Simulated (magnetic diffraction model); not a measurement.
# Solving a magnetic structure from powder neutron data: MnBiSbO₄

Space group Pnma (no. 62), a = 9.8470 Å, b = 3.3010 Å, c = 12.6290 Å.

```csv
site,atom,x,y,z
4c,Bi,0.4602,1/4,0.1122
4c,Sb,0.3526,3/4,0.4443
4c,Mn,0.1911,3/4,0.1663
4c,O,0.0432,1/4,0.0998
4c,O,0.2747,3/4,0.0055
4c,O,0.0743,3/4,0.3211
4c,O,0.3158,1/4,0.2299
```

This is a made-up structure (elements placed in a structure type, unrelaxed), so the numbers test the method and describe no known phase.

Only Mn is taken to order (form factors of Mn2+); orders and moment sizes are assumed, and not adapted to the symmetry. Radiation: neutrons of λ = 1.594 Å, 3° to 30°; isotropic B of 0.35 Å² (Bi), 0.42 Å² (Sb), 0.48 Å² (Mn) and 0.64 Å² (O). The intensities are simulated: I ∝ L Σ (|F_N|² + |F_M⊥|²) for unpolarised neutrons, with F_M = 2.695 fm/μB × Σ f(s) S exp(2πi Q·r) exp(−B s²) at Q = H ± k (one set where k and −k are equivalent), only the part normal to Q counting and L = 1/(sin²θ cos θ). For a modulated order the moment at position r is S exp(−2πi k·r) + c.c., with S = m/2 for a sine wave of amplitude m and S = m(u + iv)/2 for moments turning in a plane, u and v being orthogonal unit vectors in it; the phase factor of the sum at Q = H + k is then exp(2πi H·r). Form factors are spin-only for 3d ions and dipole or tabulated for f ions, scattering lengths are Sears's of 1992, and absorption is left out. A label names one of the reflections at its angle. The strongest nuclear line in the range is 100, and lines under 0.2 are left out.

Above the ordering temperature:

| 2θ (°) | index | I |
| --- | --- | --- |
| 11.78 | (1 0 1) | 26.6 |
| 14.50 | (0 0 2) | 40.0 |
| 17.25 | (1 0 2) | 11.6 |
| 18.63 | (2 0 0) | 42.2 |
| 20.01 | (2 0 1) | 31.2 |
| 23.69 | (2 0 2) | 12.0 |
| 23.77 | (1 0 3) | 100.0 |
| 28.85 | (2 0 3) | 4.2 |
| 28.90 | (0 1 1) | 67.9 |
| 29.06 | (3 0 1) | 2.2 |

Below it (cell unchanged):

```tsv
2θ (°)	I
4.82	267.7
9.65	64.0
10.47	56.4
11.78	26.6
13.41	27.2
14.50	40.0
15.25	8.5
17.25	11.6
18.63	42.2
18.79	34.8
19.26	28.7
19.35	4.4
20.01	31.2
21.02	21.3
21.52	28.4
22.26	4.8
23.69	12.0
23.77	100.0
25.28	3.1
26.05	16.3
28.05	13.5
28.38	1.4
28.53	1.3
28.85	4.2
28.90	67.9
29.06	2.2
29.78	1.1
29.91	0.8
```

**Question.** Find the propagation vector, then choose among these models:
A. moments turning in the plane of [100] and [010], 4.35 μB on Mn; signs + at (0.1911, 3/4, 0.1663), − at (0.8089, 1/4, 0.8337), + at (0.6911, 3/4, 0.3337), − at (0.3089, 1/4, 0.6663)
B. moments turning in the plane of [001] and [100], 4.35 μB on Mn; signs + at (0.1911, 3/4, 0.1663), − at (0.8089, 1/4, 0.8337), + at (0.6911, 3/4, 0.3337), − at (0.3089, 1/4, 0.6663)
C. a sine wave with moments along [100] (amplitudes given), 4.35 μB on Mn; signs + at (0.1911, 3/4, 0.1663), − at (0.8089, 1/4, 0.8337), + at (0.6911, 3/4, 0.3337), − at (0.3089, 1/4, 0.6663)
D. moments turning in the plane of [001] and [010], 4.35 μB on Mn; signs + at (0.1911, 3/4, 0.1663), − at (0.8089, 1/4, 0.8337), + at (0.6911, 3/4, 0.3337), − at (0.3089, 1/4, 0.6663)

The new lines index as (0 0 2/3) at 4.82°, (0 0 4/3) at 9.65°, (1 0 2/3) at 10.47° and (1 0 4/3) at 13.41°, that is as H ± k with k = (0 0 1/3). Satellites come in pairs about each point of the reciprocal lattice.

Magnetic intensity, observed (below minus above) and for each model:

| 2θ (°) | index | observed | A | B | C | D |
| --- | --- | --- | --- | --- | --- | --- |
| 4.82 | (0 0 2/3) | 267.7 | 535.3 | 267.7 | 267.7 | 267.7 |
| 9.65 | (0 0 4/3) | 64.0 | 127.9 | 64.0 | 64.0 | 64.0 |
| 10.47 | (1 0 2/3) | 56.4 | 38.2 | 31.5 | 6.7 | 56.4 |
| 13.41 | (1 0 4/3) | 27.2 | 28.0 | 18.4 | 9.6 | 27.2 |
| 18.79 | (2 0 1/3) | 34.8 | 17.8 | 17.5 | 0.3 | 34.8 |
| 19.26 | (2 0 2/3) | 28.7 | 15.8 | 14.8 | 0.9 | 28.7 |
| 21.02 | (2 0 4/3) | 21.3 | 14.4 | 11.9 | 2.5 | 21.3 |
| 21.52 | (1 0 8/3) | 28.4 | 43.4 | 23.9 | 19.4 | 28.4 |

Model D matches.

The structure used: k = (0 0 1/3), moments turning in the plane of [001] and [010], 4.35 μB on Mn; signs + at (0.1911, 3/4, 0.1663), − at (0.8089, 1/4, 0.8337), + at (0.6911, 3/4, 0.3337), − at (0.3089, 1/4, 0.6663).

[Logs are printed without paths, hosts, clocks, repeated set-up lines and the standing remarks that a program may print on its own settings, such as how far it seeks lower states.]
